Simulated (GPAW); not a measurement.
Computed results, one entry a study.

```json
{"subject": "A GW chain in GPAW: SnO (Romarchite)", "lattice_ang": [[3.7986, 0.0, 0.0], [0.0, 3.7986, 0.0], [0.0, 0.0, 4.8408]], "atoms": [["Sn", 0.5, 0.0, 0.2369], ["Sn", 0.0, 0.5, 0.7631], ["O", 0.0, 0.0, 0.0], ["O", 0.5, 0.5, 0.0]], "method": "DFT, LDA, plane waves, PAW (and 1 further level or step)", "program": "GPAW 26.7.0", "settings_of_one_run": "cutoff 600 eV, GPAW PAW setups 1.2.1 data release, 4×4×4 k-mesh, nbands 636", "cost": "3 runs, 6 min in all on 8 MPI ranks of Intel Xeon Platinum 8259CL at 2.50GHz (Skylake/Cascade Lake), shared host (the runs of this entry)", "notes": "The cell and positions come from the Crystallography Open Database and are kept as given unless a step says otherwise. Limits: no spin-orbit coupling. Bands and cutoff are finite, so the gap is not at the basis limit. The miss can reach some tenths of an eV and take either sign; the mesh is an error of its own. The 4×4×4 mesh is coarse for this cell, which bears on the long-range parts of exchange and screening.", "results": {"lda_gap": "0.15 eV, indirect", "g0w0_gap_on_the_mesh": "0.28 eV", "gw_settings": "4×4×4 mesh, 291 bands, screening to 150 eV, Godby-Needs plasmon pole", "known_limits": "not at the basis limit; no spin-orbit coupling; coarse k mesh"}}
```

[Paths, hosts, dates, memory and timing lines, banners, echoed tables and standing remarks are left out of the program output.]

[Logs are printed without paths, hosts, clocks, repeated set-up lines and the standing remarks that a program may print on its own settings, such as how far it seeks lower states.]

[Runs of the session that timed out or met a known fault of the program may be left out.]

[Hosts, paths, dates, database ids (printed as entryN), source tags and the programs' standing remarks are cut or masked in the printed files.]
